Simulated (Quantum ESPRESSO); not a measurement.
# CaO (Lime): third-order response, part 2 of 3

Aim: Raman and infrared lines of CaO (Lime).

Quantum ESPRESSO 8.0 development, patched; DFT LDA, scalar-relativistic, plane waves, PseudoDojo norm-conserving pseudopotentials.

So far. Step 2 (A first look): A gap of 3.5 eV opens on this mesh, so the crystal is taken as an insulator; the start stands at -7.6 GPa. Step 4 (Ground state): The cell stands at -0.028 GPa, close enough for phonons. The relaxed cell has a = 4.704 Å (conventional setting).

## 5. Linear response at Γ

At q = 0 one unit cell holds all displacements; symmetry groups them into irreducible representations that are solved one by one. The response to a field gives ε∞ and the Born charges, which polar modes need. Third-order response adds the Raman tensors.

ph.in

```
phonons
 &inputph
    prefix='x',
    outdir='./tmp',
    fildyn='g.dyn',
    tr2_ph=1.0d-18,
    epsil=.true.,
    lraman=.true.,
    elop=.true.,
 /
0.000000000000 0.000000000000 0.000000000000
```

On the command line:

```sh
OMP_NUM_THREADS=1 mpirun -n 4 ph.x -nk 4 -in ph.in > ph.out
```

What it wrote:

```text
[banners, grids, parts of the stress and lines that vanish by symmetry left out]
[banner, memory and clock lines left out]
Program PHONON v.8.0dev

     Dynamical matrices for q-points given in input
     (   1q-points):
       N         xq(1)         xq(2)         xq(3)
       1   0.000000000   0.000000000   0.000000000

     ./tmp/x.save/

     IMPORTANT: XC functional enforced from input :
     Exchange-correlation= PW
                           (   1   4   0   0   0   0   0)
     Any further DFT definition will be discarded
     Please, verify this is what you really want

     G-vector sticks info

     Reading collected, re-writing distributed wavefunctions in ./tmp/

     Number and degeneracy of irreps per q-point
       N         xq(1)         xq(2)         xq(3)   N irreps
       1   0.000000000   0.000000000   0.000000000       2
        3   3

     Calculation of q =    0.0000000   0.0000000   0.0000000

     phonons

     bravais-lattice index     =            2
     lattice parameter (alat)  =       8.8895  a.u.
     unit-cell volume          =     175.6196 (a.u.)^3
     number of atoms/cell      =            2
     number of atomic types    =            2
     kinetic-energy cut-off    =      84.0000  Ry
     charge density cut-off    =     336.0000  Ry
     convergence threshold     =      1.0E-18
     beta                      =       0.7000
     number of iterations used =            4
     Exchange-correlation= PW
                           (   1   4   0   0   0   0   0)

     celldm(1)=    8.88951  celldm(2)=    0.00000  celldm(3)=    0.00000
     celldm(4)=    0.00000  celldm(5)=    0.00000  celldm(6)=    0.00000

     crystal axes: (cart. coord. in units of alat)
               a(1) = ( -0.5000  0.0000  0.5000 )
               a(2) = (  0.0000  0.5000  0.5000 )
               a(3) = ( -0.5000  0.5000  0.0000 )

     reciprocal axes: (cart. coord. in units 2 pi/alat)
               b(1) = ( -1.0000 -1.0000  1.0000 )
               b(2) = (  1.0000  1.0000  1.0000 )
               b(3) = ( -1.0000  1.0000 -1.0000 )

     Atoms inside the unit cell:

     Cartesian axes

     site n.  atom      mass           positions (alat units)
        1  Ca     40.0780   tau(    1) = (    0.00000    0.00000    0.00000  )
        2  O      15.9990   tau(    2) = (   -0.50000    0.50000    0.50000  )

     Computing dynamical matrix for
                    q = (   0.0000000   0.0000000   0.0000000 )

     49 Sym.Ops. (with q -> -q+G )

     G cutoff =  672.5658  (  18197 G-vectors)     FFT grid: ( 40, 40, 40)
     number of k points=    29
                       cart. coord. in units 2pi/alat
        k(    1) = (   0.0000000   0.0000000   0.0000000), wk =   0.0039062
        k(    2) = (  -0.1250000   0.1250000  -0.1250000), wk =   0.0312500
        k(    3) = (  -0.2500000   0.2500000  -0.2500000), wk =   0.0312500
        [... further k-points left out ...]

     PseudoPot. # 1 for Ca read from file:
     ./pseudo/Ca.upf
     Pseudo is Norm-conserving + core correction, Zval = 10.0

     PseudoPot. # 2 for O  read from file:
     ./pseudo/O.upf
     Pseudo is Norm-conserving + core correction, Zval =  6.0

     Mode symmetry, O_h (m-3m)  point group:

     Electric field:
     Dielectric constant
     Born effective charges as d Force / d E
     Raman tensor
     Electro-optic tensor

     Atomic displacements:
     There are    2 irreducible representations

     Representation     1      3 modes -  To be done

     Representation     2      3 modes -  To be done

     Alpha used in Ewald sum =   2.8000

     Electric Fields Calculation

     The passes end when |ddv_scf|^2 is under  8.7E-20 (on this mesh; tr2_ph alone asks  1.0E-18)

      iter #   1   av.it.:   6.6
      thresh= 1.000E-02 alpha_mix =  0.700 |ddv_scf|^2 =  1.832E-08

      [... iterations left out ...]
      iter #   8   av.it.:  12.5
      thresh= 2.574E-10 alpha_mix =  0.700 |ddv_scf|^2 =  1.257E-20

     End of electric fields calculation

          Dielectric constant in cartesian axis

          (       3.870661255      -0.000000000       0.000000000 )
          (      -0.000000000       3.870661255       0.000000000 )
          (       0.000000000      -0.000000000       3.870661255 )

          Effective charges (d Force / dE) in cartesian axis without acoustic sum rule applied (asr)

           atom    1  Ca    Mean Z*:        2.37852
      Ex  (        2.37852       -0.00000       -0.00000 )
      Ey  (       -0.00000        2.37852        0.00000 )
      Ez  (       -0.00000        0.00000        2.37852 )
           atom    2  O     Mean Z*:       -2.37887
      Ex  (       -2.37887        0.00000        0.00000 )
      Ey  (        0.00000       -2.37887       -0.00000 )
      Ez  (        0.00000       -0.00000       -2.37887 )

          Effective charges Sum: Mean:       -0.00035
             -0.00035       -0.00000       -0.00000
              0.00000       -0.00035        0.00000
             -0.00000        0.00000       -0.00035

          Effective charges (d Force / dE) in cartesian axis with asr applied:
           atom    1  Ca    Mean Z*:        2.37869
      E*x (        2.37869       -0.00000       -0.00000 )
      E*y (       -0.00000        2.37869        0.00000 )
      E*z (       -0.00000        0.00000        2.37869 )
           atom    2  O     Mean Z*:       -2.37869
      E*x (       -2.37869        0.00000        0.00000 )
      E*y (        0.00000       -2.37869       -0.00000 )
      E*z (        0.00000       -0.00000       -2.37869 )

     Calling punch_plot_e
     Writing on file  drho

     Computing Pc [DH,Drho] |psi>

     Derivative coefficient:  0.001000    Threshold: 1.00E-12
     Message from routine dhdrhopsi:
     some bands at k + dk did not converge to eth_ns: the Raman tensors may be inaccurate, compare with a run at another eth_ns or dek
     Non-scf  u_k: avg # of iterations = 21.0
     Non-scf Du_k: avg # of iterations = 31.5

          Dielectric constant from finite-differences

          (       3.870658996      -0.000000000       0.000000000 )
          (      -0.000000000       3.870658996      -0.000000000 )
          (       0.000000000       0.000000000       3.870658996 )

              Electro-optic tensor is defined as
            the derivative of the dielectric tensor
              with respect to one electric field
                 units are Rydberg a.u.

            to obtain the static chi^2 multiply by 1/2

            to convert to pm/Volt multiply per 2.7502

          Electro-optic tensor in cartesian axis:

          (      -0.000000000      -0.000000000      -0.000000000 )
          (       0.000000000      -0.000000000      -0.000000000 )
          (      -0.000000000      -0.000000000       0.000000000 )

          (      -0.000000000      -0.000000000      -0.000000000 )
          (      -0.000000000      -0.000000000      -0.000000000 )
          (      -0.000000000      -0.000000000      -0.000000000 )

          (      -0.000000000       0.000000000      -0.000000000 )
          (       0.000000000       0.000000000       0.000000000 )
          (      -0.000000000       0.000000000      -0.000000000 )

          Electro-optic tensor: contribution #   1

          (       0.000000000      -0.000000000       0.000000000 )
          (      -0.000000000      -0.000000000      -0.000000000 )
          (       0.000000000      -0.000000000       0.000000000 )

          (      -0.000000000      -0.000000000       0.000000000 )
          (      -0.000000000       0.000000000      -0.000000000 )
          (      -0.000000000      -0.000000000       0.000000000 )

          (       0.000000000      -0.000000000      -0.000000000 )
          (      -0.000000000      -0.000000000      -0.000000000 )
          (       0.000000000       0.000000000      -0.000000000 )

          Electro-optic tensor: contribution #   2

          (       0.000000000      -0.000000000      -0.000000000 )
          (       0.000000000      -0.000000000       0.000000000 )
          (       0.000000000       0.000000000      -0.000000000 )

          (       0.000000000       0.000000000       0.000000000 )
          (       0.000000000       0.000000000       0.000000000 )
          (      -0.000000000       0.000000000      -0.000000000 )

          (       0.000000000      -0.000000000      -0.000000000 )
          (       0.000000000      -0.000000000       0.000000000 )
          (      -0.000000000      -0.000000000       0.000000000 )

     Computing Second order response

      iter #   1   av.it.:   8.5
      thresh= 1.000E-02 alpha_mix =  0.700 |ddv_scf|^2 =  1.570E-07

      [... iterations left out ...]
      iter #   9   av.it.:  13.4
      thresh= 6.629E-11 alpha_mix =  0.700 |ddv_scf|^2 =  8.202E-21

          Raman tensor (au^-1) in cartesian axis

           atom      1
          (       0.000000000       0.000000000       0.000000000 )
          (       0.000000000       0.000000000      -0.000000000 )
          (       0.000000000      -0.000000000       0.000000000 )

          (       0.000000000      -0.000000000       0.000000000 )
          (       0.000000000       0.000000000       0.000000000 )
          (      -0.000000000      -0.000000000      -0.000000000 )

          (      -0.000000000      -0.000000000       0.000000000 )
          (      -0.000000000       0.000000000      -0.000000000 )
          (       0.000000000      -0.000000000       0.000000000 )

           atom      2
          (      -0.000000000      -0.000000000       0.000000000 )
          (       0.000000000       0.000000000      -0.000000000 )
          (      -0.000000000      -0.000000000       0.000000000 )

          (      -0.000000000       0.000000000      -0.000000000 )
          (       0.000000000       0.000000000       0.000000000 )
          (      -0.000000000       0.000000000      -0.000000000 )

          (      -0.000000000      -0.000000000       0.000000000 )
          (       0.000000000       0.000000000      -0.000000000 )
          (      -0.000000000      -0.000000000       0.000000000 )

     Raman tensor (A^2)

     atom #    1    pol.  1
      0.344691250648E-21      0.209741692333E-22      0.400802211426E-21
      0.900338132684E-22      0.387853528170E-21     -0.130093802093E-21
      0.141828546295E-21     -0.320007823190E-21      0.336058795143E-21
     atom #    1    pol.  2
      0.223836873586E-21     -0.272529317916E-21      0.245418012347E-21
      0.727689022596E-22      0.598202190031E-22      0.943500410206E-22
[...]
atom #    1    pol.  3
[...]
atom #    2    pol.  1
[...]
atom #    2    pol.  2
[...]
atom #    2    pol.  3
[...]
-0.794185906404E-21     -0.707861351360E-21      0.267606120636E-21

     Representation #   1 modes #   1   2   3

     Self-consistent Calculation

     The passes end when |ddv_scf|^2 is under  8.7E-20 (on this mesh; tr2_ph alone asks  1.0E-18)

      iter #   1   av.it.:   7.5
      thresh= 1.000E-02 alpha_mix =  0.700 |ddv_scf|^2 =  7.594E-07

      [... iterations left out ...]
      iter #   8   av.it.:  12.8
      thresh= 5.054E-10 alpha_mix =  0.700 |ddv_scf|^2 =  3.818E-20

     End of self-consistent calculation

     Convergence has been achieved

     Representation #   2 modes #   4   5   6

     Self-consistent Calculation

     The passes end when |ddv_scf|^2 is under  8.7E-20 (on this mesh; tr2_ph alone asks  1.0E-18)

      iter #   1   av.it.:   7.8
      thresh= 1.000E-02 alpha_mix =  0.700 |ddv_scf|^2 =  1.404E-06

      [... iterations left out ...]
      iter #   8   av.it.:  12.7
      thresh= 9.894E-11 alpha_mix =  0.700 |ddv_scf|^2 =  5.387E-20

     End of self-consistent calculation

     Convergence has been achieved

     Number of q in the star =    1
     List of q in the star:
          1   0.000000000   0.000000000   0.000000000

          Dielectric constant in cartesian axis

          (       3.870661255      -0.000000000       0.000000000 )
          (      -0.000000000       3.870661255       0.000000000 )
          (       0.000000000      -0.000000000       3.870661255 )

          Effective charges (d Force / dE) in cartesian axis without acoustic sum rule applied (asr)

           atom    1  Ca    Mean Z*:        2.37852
      Ex  (        2.37852       -0.00000       -0.00000 )
      Ey  (       -0.00000        2.37852        0.00000 )
      Ez  (       -0.00000        0.00000        2.37852 )
           atom    2  O     Mean Z*:       -2.37887
      Ex  (       -2.37887        0.00000        0.00000 )
      Ey  (        0.00000       -2.37887       -0.00000 )
      Ez  (        0.00000       -0.00000       -2.37887 )

          Effective charges Sum: Mean:       -0.00035
             -0.00035       -0.00000       -0.00000
              0.00000       -0.00035        0.00000
             -0.00000        0.00000       -0.00035

          Effective charges (d Force / dE) in cartesian axis with asr applied:
           atom    1  Ca    Mean Z*:        2.37869
      E*x (        2.37869       -0.00000       -0.00000 )
      E*y (       -0.00000        2.37869        0.00000 )
      E*z (       -0.00000        0.00000        2.37869 )
           atom    2  O     Mean Z*:       -2.37869
      E*x (       -2.37869        0.00000        0.00000 )
      E*y (        0.00000       -2.37869       -0.00000 )
      E*z (        0.00000       -0.00000       -2.37869 )

     Diagonalizing the dynamical matrix

     q = (    0.000000000   0.000000000   0.000000000 )

 **************************************************************************
     freq (    1) =       0.047216 [THz] =       1.574971 [cm-1]
     freq (    2) =       0.047216 [THz] =       1.574971 [cm-1]
     freq (    3) =       0.047216 [THz] =       1.574971 [cm-1]
     freq (    4) =       8.721573 [THz] =     290.920347 [cm-1]
     freq (    5) =       8.721573 [THz] =     290.920347 [cm-1]
     freq (    6) =       8.721573 [THz] =     290.920347 [cm-1]
 **************************************************************************

     Mode symmetry, O_h (m-3m)  point group:

     freq (   1-   3) =          1.6  [cm-1]   --> T_1u G_15  G_4- I
     freq (   4-   6) =        290.9  [cm-1]   --> T_1u G_15  G_4- I
```

Elapsed: 3.6 min, on 4 MPI ranks of Intel Xeon at 2.70GHz, shared host; 14 min of CPU time.

Read from the output:

- miss of the charge sum rule: 3.50e-4 e
- largest acoustic frequency at the zone centre before the sum rule: 1.57 cm⁻¹
- highest optical zone-centre mode (no LO-TO term): 290.9 cm⁻¹
- lowest optical zone-centre mode: 290.9 cm⁻¹
- mean high-frequency dielectric constant: 3.871
- largest Born charge in size (third of the trace): 2.379 e

Born charge (rows field, columns displacement), before the sum rule (e), principal values of the symmetric part by kind of site:

| atom | atoms with these values | low | middle | high | mean |
| --- | --- | --- | --- | --- | --- |
| Ca1 | 1 | 2.38 | 2.38 | 2.38 | 2.38 |
| O2 | 1 | -2.38 | -2.38 | -2.38 | -2.38 |

In full for Ca1:

```
2.38 0.00 0.00
0.00 2.38 0.00
0.00 0.00 2.38
```

High-frequency dielectric tensor:

```
3.87 0.00 0.00
0.00 3.87 0.00
0.00 0.00 3.87
```

The acoustic modes at Γ come out as far as 1.6 cm⁻¹ from zero, where they should vanish, a small numerical error; the Born charges miss their sum rule by 3.5e-4 e, which is good.

## 6. Modes with the sum rule

A rigid shift of the crystal must cost nothing, but grids and finite bases break this; the acoustic sum rule is imposed before the matrix is diagonalised again. With Born charges the intensities follow, and the static dielectric tensor.

dynmat.in

```
 &input
    fildyn='g.dyn',
    asr='simple',
    fileig='dynmat.eig',
    lperm=.true.,
 /
```

On the command line:

```sh
dynmat.x -in dynmat.in > dynmat.out
```

What it wrote:

```text
[banner, memory and clock lines left out]
Program DYNMAT v.8.0dev

     Reading Dynamical Matrix from file g.dyn
     ...Force constants read
     ...epsilon and Z* read
     ...Raman cross sections read
     A direction for q was not specified:TO-LO splitting will be absent

     Polarizability (A^3 units)
     multiply by 0.511016 for Clausius-Mossotti correction (not under assume_isolated = 'mt')
         5.944952   -0.000000    0.000000
        -0.000000    5.944952   -0.000000
         0.000000    0.000000    5.944952

     IR activities are in (D/A)^2/amu units

# mode   [cm-1]    [THz]      IR
    1      0.00    0.0000    0.0000
    2      0.00    0.0000    0.0000
    3      0.00    0.0000    0.0000
    4    290.90    8.7211   11.4165
    5    290.90    8.7211   11.4165
    6    290.90    8.7211   11.4165

Electronic dielectric permittivity tensor (relative, adimensional)
         3.870661   -0.000000    0.000000
        -0.000000    3.870661   -0.000000
         0.000000    0.000000    3.870661

 ... with zone-center polar mode contributions
        14.926922    0.000000    0.000000
         0.000000   14.926922    0.000000
         0.000000    0.000000   14.926922
```

Wall time 0.7 s (1 thread).

This step gave:

| Quantity | Value |
| --- | --- |
| mean static dielectric constant | 14.93 |

Unit eigenvectors of the mass-weighted matrix after the sum rule; no LO-TO term. Modes at Γ, with each element's share of the kinetic energy:

| mode | frequency (cm⁻¹) | symmetry | Ca % | O % |
| --- | --- | --- | --- | --- |
| 1 | 0.0 | acoustic | 71 | 29 |
| 2 | 0.0 | acoustic | 71 | 29 |
| 3 | 0.0 | acoustic | 71 | 29 |
| 4 | 290.9 | T1u | 29 | 71 |
| 5 | 290.9 | T1u | 29 | 71 |
| 6 | 290.9 | T1u | 29 | 71 |

Displacements in mode 5 (290.9 cm⁻¹), the largest set to 1:
```
Ca1  0.00  0.00 -0.40
O2   0.00  0.00  1.00
```

Degenerate modes summed, no LO-TO term. Lines of the infrared spectrum (strongest = 100):

| position (cm⁻¹) | lines merged | label | IR intensity, relative |
| --- | --- | --- | --- |
| 291 | 3 | T1u | 100 |

Static dielectric tensor (ions relaxed, fixed cell):

```
14.93  0.00  0.00
 0.00 14.93  0.00
 0.00  0.00 14.93
```

The rule moves no optical mode by more than 0.1 cm⁻¹.

(Continued in part 3 of 3.)

[Host names and launcher messages were left out of these logs when they were recorded.]

[Logs are printed without paths, hosts, clocks, repeated set-up lines and the standing remarks that a program may print on its own settings, such as how far it seeks lower states.]

[Hosts, paths, dates, database ids (printed as entryN), source tags and the programs' standing remarks are cut or masked in the printed files.]
